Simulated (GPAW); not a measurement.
# As K ELNES/XANES of zinc-blende (GaAs)₁₋ₓ(AlAs)ₓ at x = 0.75 from DFT, part 2 of 3

Aim: the As K edge in zinc-blende (GaAs)₁₋ₓ(AlAs)ₓ at x = 0.75, one member of a composition series.

GPAW 26.7.0; X-ray absorption from dipole matrix elements to empty bands, plane-wave PAW LDA.

So far. Step 3 (Ground state of the crystal): The mesh shows a gap of 1.04 eV. The excited electron is kept all the same, so that all members of the series, with or without a gap, are treated alike.

### Step 5. Spectrum with XCH, As atom 6

The holes are 8.0 Å apart. In GPAW the data set carries the hole's charge, so charge=0 means a charged cell and charge=-1 a neutral one. The excited electron is kept in the cell, where it fills the lowest empty states and screens the hole. After the field has converged, empty bands are computed with the density fixed and the dipole matrix elements are summed.

The absorber has 2 Al at 2.45 Å, 1 Ga at 2.45 Å and 1 Al at 2.45 Å (tetrahedral).

File xas.py:

```python
import numpy as np
from ase import Atoms
from ase.parallel import parprint, paropen
from gpaw import GPAW, PW, FermiDirac, Mixer, MixerDif, setup_paths
from gpaw.test import gen
setup_paths.insert(0, '.')
gen('As', name='fch1s', xcname='LDA', corehole=(1, 0, 1), write_xml=True)
from gpaw.mpi import world
world.barrier()

atoms = Atoms('GaAsGaAsAlAsAlAsAlAsAlAsAlAsAlAs',
    cell=[[0, 5.659, 5.659],
     [5.659, 0, 5.659],
     [5.659, 5.659, 0]],
    scaled_positions=[[0.9994542, 0.998523, 0.9996748],
     [0.1261863, 0.1248604, 0.123098],
     [0.9999947, 0.0006241, 0.4983299],
     [0.124986, 0.1251729, 0.6241895],
     [0.0011436, 0.499671, 0.0012108],
     [0.1271724, 0.6232992, 0.125913],
     [0.9994036, 0.5002321, 0.5008068],
     [0.1242251, 0.6247968, 0.6260051],
     [0.5009223, 0.9983408, 0.9992977],
     [0.624274, 0.1247231, 0.1241515],
     [0.5002339, 0.9983677, 0.4987842],
     [0.624003, 0.1233188, 0.624757],
     [0.5027202, 0.4998301, 0.9977413],
     [0.6265432, 0.6236871, 0.1245204],
     [0.4991073, 0.4983013, 0.4995044],
     [0.624869, 0.623949, 0.6232948]],
    pbc=True)
atoms.calc = calc = GPAW(legacy_gpaw=True, mode=PW(400, force_complex_dtype=True), xc='LDA', setups={5: 'fch1s'},
    kpts={'size': (3, 3, 3), 'gamma': True}, occupations=FermiDirac(0.04),
    charge=-1, mixer=Mixer(0.1, 5, 50), maxiter=150,
    convergence={'density': 0.0001, 'eigenstates': 1e-6}, txt='scf.txt')
energy = atoms.get_potential_energy() + calc.get_reference_energy()
ef = calc.get_fermi_level()
out = dict(energy=energy, fermi=ef, forces=atoms.get_forces().tolist())
parprint(f'all-electron energy {energy:.4f} eV, Fermi level {ef:.4f} eV')
ev = np.array([[calc.get_eigenvalues(k, s) for k in range(len(calc.get_ibz_k_points()))] for s in range(calc.get_number_of_spins())])
out['homo'], out['lumo'], out['counts'] = ev[ev < ef].max(), ev[ev > ef].min(), sorted(set((ev < ef).sum((0, 2)).tolist()))
out['filled'] = (ev[:, 0] < ef).sum(1).tolist()

from ase.units import Ha
from gpaw.xas import dipole_matrix_elements
nb = int(calc.get_number_of_electrons() / 2) + 185
top, nb = nb, nb + 8 + nb // 12
nscf = calc.fixed_density(kpts={'size': (4, 4, 4), 'gamma': True}, nbands=nb,
    convergence={'bands': top, 'eigenstates': 5e-3}, maxiter=60, txt='nscf.txt')
cell = atoms.cell.array
ops = [cell.T @ U.T @ np.linalg.inv(cell.T) for U in nscf.wfs.kd.symmetry.op_scc]
filled = [32]  # bands filled in the ground state, by spin
E = np.arange(-6, 30, 0.1)
fwhm = np.interp(E, [4, 25], [2.14, 3.5])
Y, X, zero, highest = 0, 0, 1e9, 1e9
for spin in range(nscf.get_number_of_spins()):
    wfs = nscf.wfs
    mine = wfs.bd.get_slice()  # this rank's bands
    A = dipole_matrix_elements(wfs.setups[5])
    eps = np.zeros((wfs.kd.nibzkpts, nb))
    d = np.zeros((3, A.shape[1], wfs.kd.nibzkpts, nb), complex)
    for kpt in wfs.kpt_u:
        if kpt.s == spin and 5 in kpt.P_ani:
            eps[kpt.k, mine] = kpt.eps_n * Ha
            d[:, :, kpt.k, mine] = (kpt.weight * wfs.nspins / 2) ** 0.5 * np.inner(A, kpt.P_ani[5])
    world.sum(eps)
    world.sum(d)
    T = np.einsum('amkn,bmkn->abkn', d, d.conj()).real
    T = sum(np.einsum('ai,ijkn,bj->abkn', R, T, R) for R in ops) / len(ops)
    empty = np.ones_like(eps, bool) & (np.arange(nb) >= filled[spin])
    zero, highest = min(zero, eps[empty].min()), min(highest, eps[:, top - 1].min())
    lines = [(eps, T, empty)] if spin == 0 else lines + [(eps, T, empty)]
for eps, T, empty in lines:
    f = np.einsum('aakn->akn', T).reshape(3, -1)
    x = eps.ravel() - zero
    w = np.interp(x, E, fwhm) / 2.35482
    g = np.exp(-0.5 * ((E[:, None] - x) / w) ** 2) / (w * (2 * np.pi) ** 0.5)
    Y = Y + (f * empty.ravel()) @ g.T
    X = X + (f * ~empty.ravel()) @ g.T
out.update(E=E.round(2).tolist(), xas=Y.tolist(), xes=X.tolist(), zero=zero, valid=highest - zero, nk=len(eps), nb=nb)
for i in range(0, len(E), 10):
    parprint(f'{E[i]:7.2f}', *(f'{v:10.3e}' for v in Y[:, i]))
import json
with paropen('out.json', 'w') as f:
    json.dump(out, f)
```

Command:

```console
OMP_NUM_THREADS=1 mpirun -n 4 gpaw python xas.py
```

Numbers of over 12 decimals in the logs are rounded to 6 here.

The log of the run:

```text
Input parameters:
  charge: -1
  convergence: {density: 0.0001,
                eigenstates: 1e-06}
  kpts: {gamma: True,
         size: (3, 3, 3)}
  maxiter: 150
  mixer: {backend: pulay,
          beta: 0.1,
          method: separate,
          nmaxold: 5,
          weight: 50}
  mode: {ecut: 400.0,
         force_complex_dtype: True,
         name: pw}
  occupations: {fixmagmom: False,
                name: fermi-dirac,
                width: 0.04}
  setups: {5: fch1s}

Initialize ...

[... PAW data sets ...]

Reference energy: -624555.675907  # eV

Spin-paired calculation

[... convergence settings ...]
Symmetries present (total): 1
  [... symmetry matrices ...]

27 k-points: 3 x 3 x 3 Monkhorst-Pack grid
14 k-points in the irreducible part of the Brillouin zone
       k-points in crystal coordinates                weights
   0:     0.00000000    0.00000000    0.00000000          1/27
   1:     0.00000000    0.00000000    0.33333333          2/27
   2:     0.00000000    0.33333333   -0.33333333          2/27
   3:     0.00000000    0.33333333    0.00000000          2/27
   4:     0.00000000    0.33333333    0.33333333          2/27
   5:     0.33333333   -0.33333333   -0.33333333          2/27
   6:     0.33333333   -0.33333333    0.00000000          2/27
   7:     0.33333333   -0.33333333    0.33333333          2/27
   8:     0.33333333    0.00000000   -0.33333333          2/27
   9:     0.33333333    0.00000000    0.00000000          2/27
          ...
  13:     0.33333333    0.33333333    0.33333333          2/27

Wave functions: Plane wave expansion
  Cutoff energy: 400.000 eV
  Number of coefficients (min, max): 6573, 6615
  Pulay-stress correction: 0.000000 eV/Ang^3 (de/decut=0.000000)
  Using FFTW library
  Wavefunction extrapolation:
    Improved wavefunction reuse through dual PAW basis

Occupation numbers: Fermi-Dirac:
  width: 0.0400  # eV

Eigensolver
   Davidson(niter=2)

Densities:
  Coarse grid: 40*40*40 grid
  Fine grid: 80*80*80 grid
  Total Charge: 0.000000

Density mixing:
  Method: separate
  Backend: pulay
  Linear mixing parameter: 0.1
  old densities: 5
  Width of damping distribution: 1.1
  Damping of long wavelength oscillations: 50

[... Hamiltonian set-up ...]
Number of atoms: 16
Number of atomic orbitals: 64
Number of bands in calculation: 43
Number of valence electrons: 65
Bands to converge: occupied

... initialized

Initializing position-dependent things.

Density initialized from atomic densities
Creating initial wave functions:
  43 bands from LCAO basis set

                                      Ga

                      Al            Al
                            Al
                         As
                Ga           Al
                As
                     Al
                  As
          As           As

               As

                As
           Al
        As

Atomic positions and initial magnetic moments

Positions:
   0 Ga    11.307801   11.313071   11.306553    ( 0.0000,  0.0000,  0.0000)
   1 As     1.403197    1.410700    1.420673    ( 0.0000,  0.0000,  0.0000)
   2 Ga     2.823581    8.479019    5.662502    ( 0.0000,  0.0000,  0.0000)
   3 As     4.240642    4.239584    1.415649    ( 0.0000,  0.0000,  0.0000)
   4 Al     2.834490    0.013324    2.834110    ( 0.0000,  0.0000,  0.0000)
   5 As     4.239792    1.432210    4.246919    ( 0.0000,  0.0000,  0.0000)
   6 Al     5.664879    8.489691    8.486438    ( 0.0000,  0.0000,  0.0000)
[...]
13 As     4.234106    4.250269    7.075053    ( 0.0000,  0.0000,  0.0000)
  14 Al     5.646582    5.651144    5.644335    ( 0.0000,  0.0000,  0.0000)
  15 As     7.058153    7.063359    7.067061    ( 0.0000,  0.0000,  0.0000)

Unit cell:
           periodic     x           y           z      points  spacing
  1. axis:    yes    0.000000    5.659000    5.659000    40     0.1634
  2. axis:    yes    5.659000    0.000000    5.659000    40     0.1634
  3. axis:    yes    5.659000    5.659000    0.000000    40     0.1634

  Lengths:   8.003035   8.003035   8.003035
  Angles:   60.000000  60.000000  60.000000

Effective grid spacing dv^(1/3) = 0.1782

iter:   1   -94.706546
iter:   2   -93.427558   -2.02  -0.83
iter:   3   -91.714571   -1.51  -0.88
iter:   4   -91.626390   -2.64  -1.15
iter:   5   -91.571516   -2.80  -1.30
iter:   6   -91.581959   -2.73  -1.84
iter:   7   -91.544229   -3.19  -2.02
iter:   8   -91.545435   -4.10  -2.52
iter:   9   -91.542423c  -4.22  -2.49
iter:  10   -91.542464c  -5.23  -2.95
iter:  11   -91.542318c  -5.95  -3.10
iter:  12   -91.542308c  -6.53c -3.32
iter:  13   -91.542314c  -7.21c -3.42
iter:  14   -91.542295c  -6.65c -3.48
iter:  15   -91.542302c  -7.47c -4.05c

Converged after 15 iterations.

Dipole moment: (-26.209154, -27.006221, -26.321566) |e|*Ang

Energy contributions relative to reference atoms: (reference = -624555.675907)

Kinetic:       +188.352869
Potential:     -171.876303
External:        +0.000000
XC:            -107.971363
Entropy (-ST):   -0.009491
Local:           -0.042760
SIC:             +0.000000
--------------------------
Free energy:    -91.547047
Extrapolated:   -91.542302

Showing only first 2 kpts
 Kpt  Band  Eigenvalues  Occupancy
  0    30      4.18072    2.00000
  0    31      4.19056    2.00000
  0    32      4.86147    2.00000
  0    33      5.44860    1.99939

  1    30      3.88231    2.00000
  1    31      3.91082    2.00000
  1    32      5.60156    1.97247
[...]
Fermi level: 5.77243

No gap
No difference between direct/indirect transitions

Forces in eV/Ang:
  0 Ga    0.61705   -0.57881    0.67033
  1 As    0.04126    0.07667    0.07463
  2 Ga    0.07089   -0.06027    0.02756
  3 As   -0.10364   -0.04464    0.11937
  4 Al   -0.55093   -0.32784   -0.46648
  5 As   -0.21598    0.20893   -0.19462
  6 Al    0.28811    0.52378   -0.47578
[...]
13 As    0.10883   -0.00616   -0.01152
 14 Al   -0.05265    0.06859   -0.09212
 15 As    0.00528   -0.08059   -0.00411
Scalar-relativistic atomic LDA calculation for As (Arsenic, Z=33)
Core hole in 1s state (1s occupation: 1.0)
600 radial gridpoints.
|------------------------------------------------|
|------------------------------------------------|
[... the atom generator's iteration count ...]

Energy contributions:
-------------------------
Kinetic:    +1848.221203
XC:           -71.222916
Potential:  -3597.180510
-------------------------
Total:      -1820.182222

state      eigenvalue         ekin         rmax
-----------------------------------------------
1s^1.0 :  -444.459913   558.285946        0.030
2s^2.0 :   -58.180552   111.436223        0.167
2p^6.0 :   -52.176827   110.075392        0.132
3s^2.0 :    -8.028461    26.279806        0.509
3p^6.0 :    -5.986494    24.168502        0.501
3d^10.0:    -2.371475    19.328099        0.450
4s^2.0 :    -0.979366     3.858684        1.503
4p^3.0 :    -0.574271     2.680492        1.743
-----------------------------------------------
(units: Bohr and Hartree)

Generating PAW setup
Kinetic energy of the core from tauc = 1852.031774
Cutoffs:
rc(s)=2.000
rc(p)=2.000
rc(d)=2.000
rc(vbar)=1.800
rc(comp)=2.000
rc(nct)=2.000

Kinetic energy of the core states: 1832.462358
Charge: 1.0
Core electrons: 27.0
Valence electrons: 5.0
Pseudo-core charge: 0.757500
Shape function alpha=2.500
Pseudo-electron charge 6.380557
state    eigenvalue         norm
--------------------------------
4s(2) :    -0.979366     1.263349
*s    :     0.020634
4p(3) :    -0.574271     1.032119
*p    :     0.425729
*d    :     0.000000
--------------------------------

Diagonalizing with gridspacing h=0.050

state   all-electron     PAW
-------------------------------
4s:      -0.979366    -0.979786
4p:      -0.574271    -0.574667
*d:                   -0.129500
*f:                   -0.019130
-------------------------------
all-electron energy -624647.2182 eV, Fermi level 5.7724 eV
[...]
27.00  1.056e-07  1.057e-07  1.056e-07
  28.00  8.280e-08  8.284e-08  8.285e-08
  29.00  6.528e-08  6.540e-08  6.535e-08
```

It took 5.7 min on 4 MPI ranks of Arm Neoverse V1, shared host; peak memory 0.72 GiB.

The As K spectrum, As atom 6, excited-electron core hole (neutral cell) (energy from the bottom of the conduction band, which holds the excited electron; intensity scaled to a mean of 1 over the first 20 eV):

| E (eV) | intensity |
| --- | --- |
| -2.0 | 0.00 |
| -1.0 | 0.02 |
| 0.0 | 0.18 |
| 1.0 | 0.61 |
| 2.0 | 0.98 |
| 3.0 | 1.16 |
| 4.0 | 1.40 |
| 5.0 | 1.36 |
| 6.0 | 1.34 |
| 7.0 | 1.38 |
| 8.0 | 1.23 |
| 9.0 | 1.07 |
| 10.0 | 0.90 |
| 11.0 | 0.82 |
| 12.0 | 0.87 |
| 13.0 | 0.94 |
| 14.0 | 0.89 |
| 15.0 | 0.80 |
| 16.0 | 0.82 |
| 17.0 | 0.92 |
| 18.0 | 0.94 |
| 19.0 | 0.91 |
| 20.0 | 0.91 |
| 21.0 | 0.92 |
| 22.0 | 0.87 |
| 23.0 | 0.85 |
| 24.0 | 0.93 |
| 25.0 | 1.05 |
| 26.0 | 1.06 |
| 27.0 | 0.92 |

Main maxima below 26 eV (height): 4.4 eV (1.42), 6.8 eV (1.39), 13.2 eV (0.94), 17.8 eV (0.95) and 25.6 eV (1.08). A K edge sees empty p states on the absorber.

The energy difference (zero at 11881 eV) isn't read as a photon energy: for so heavy an absorber the terms left out (the hole's spin, the functional's error) amount to tens of eV or more.

### Step 6. Cell without a hole, the energy reference

The absorbing element, whose data set is made anew, changes for the next run, so it gets a reference energy of its own.

File scf.py:

```python
import numpy as np
from ase import Atoms
from ase.parallel import parprint, paropen
from gpaw import GPAW, PW, FermiDirac, Mixer, MixerDif, setup_paths
from gpaw.test import gen
setup_paths.insert(0, '.')
gen('Ga', name='nch1s', xcname='LDA', corehole=(1, 0, 0), write_xml=True)
from gpaw.mpi import world
world.barrier()

atoms = Atoms('GaAsGaAsAlAsAlAsAlAsAlAsAlAsAlAs',
    cell=[[0, 5.659, 5.659],
     [5.659, 0, 5.659],
     [5.659, 5.659, 0]],
    scaled_positions=[[0.9994542, 0.998523, 0.9996748],
     [0.1261863, 0.1248604, 0.123098],
     [0.9999947, 0.0006241, 0.4983299],
     [0.124986, 0.1251729, 0.6241895],
     [0.0011436, 0.499671, 0.0012108],
     [0.1271724, 0.6232992, 0.125913],
     [0.9994036, 0.5002321, 0.5008068],
     [0.1242251, 0.6247968, 0.6260051],
     [0.5009223, 0.9983408, 0.9992977],
     [0.624274, 0.1247231, 0.1241515],
     [0.5002339, 0.9983677, 0.4987842],
     [0.624003, 0.1233188, 0.624757],
     [0.5027202, 0.4998301, 0.9977413],
     [0.6265432, 0.6236871, 0.1245204],
     [0.4991073, 0.4983013, 0.4995044],
     [0.624869, 0.623949, 0.6232948]],
    pbc=True)
atoms.calc = calc = GPAW(legacy_gpaw=True, mode=PW(400, force_complex_dtype=True), xc='LDA', setups={0: 'nch1s'},
    kpts={'size': (3, 3, 3), 'gamma': True}, occupations=FermiDirac(0.02),
    charge=0, mixer=Mixer(0.1, 5, 50), maxiter=150,
    convergence={'density': 0.0001, 'eigenstates': 1e-6}, txt='scf.txt')
energy = atoms.get_potential_energy() + calc.get_reference_energy()
ef = calc.get_fermi_level()
out = dict(energy=energy, fermi=ef, forces=atoms.get_forces().tolist())
parprint(f'all-electron energy {energy:.4f} eV, Fermi level {ef:.4f} eV')
ev = np.array([[calc.get_eigenvalues(k, s) for k in range(len(calc.get_ibz_k_points()))] for s in range(calc.get_number_of_spins())])
out['homo'], out['lumo'], out['counts'] = ev[ev < ef].max(), ev[ev > ef].min(), sorted(set((ev < ef).sum((0, 2)).tolist()))
out['filled'] = (ev[:, 0] < ef).sum(1).tolist()
import json
with paropen('out.json', 'w') as f:
    json.dump(out, f)
```

Command:

```console
OMP_NUM_THREADS=1 mpirun -n 4 gpaw python scf.py
```

The log of the run:

```text
Input parameters:
  convergence: {density: 0.0001,
                eigenstates: 1e-06}
  kpts: {gamma: True,
         size: (3, 3, 3)}
  maxiter: 150
  mixer: {backend: pulay,
          beta: 0.1,
          method: separate,
          nmaxold: 5,
          weight: 50}
  mode: {ecut: 400.0,
         force_complex_dtype: True,
         name: pw}
  occupations: {fixmagmom: False,
                name: fermi-dirac,
[...]
4s(2) :    -0.336865     1.140380
*s    :     0.663135
4p(1) :    -0.100461     1.012264
*p    :     0.899539
*d    :     0.000000
--------------------------------

Diagonalizing with gridspacing h=0.050

state   all-electron     PAW
-------------------------------
4s:      -0.336865    -0.337024
4p:      -0.100461    -0.100552
*d:                    0.030615
*f:                    0.065359
-------------------------------
all-electron energy -636527.9876 eV, Fermi level 4.7336 eV
[key lines of the parts left out:]
Converged after 17 iterations.
Dipole moment: (-25.882720, -26.210533, -26.044428) |e|*Ang
Free energy:    -82.084933
Fermi level: 4.73359
```

The job ended after 43 s (4 MPI ranks; peak memory 0.32 GiB; 2.8 min of CPU time).

Reference energy: -636527.988 eV with the cores included.

(Continued in part 3 of 3.)

[Banner, clock and machine lines of the logs are left out without a mark of their own.]

[Logs are printed without paths, hosts, clocks, repeated set-up lines and the standing remarks that a program may print on its own settings, such as how far it seeks lower states.]

[Hosts, paths, dates, database ids (printed as entryN), source tags and the programs' standing remarks are cut or masked in the printed files.]

[Lists of maxima count a maximum above −3 eV only where it reaches 4 % of the highest in the window and stands out from its surroundings by 2 % of it (1.5 % where it reaches 55 %); shoulders and weaker maxima are passed over, and of the rest the first, up to two pre-edge ones and the few strongest are named.]
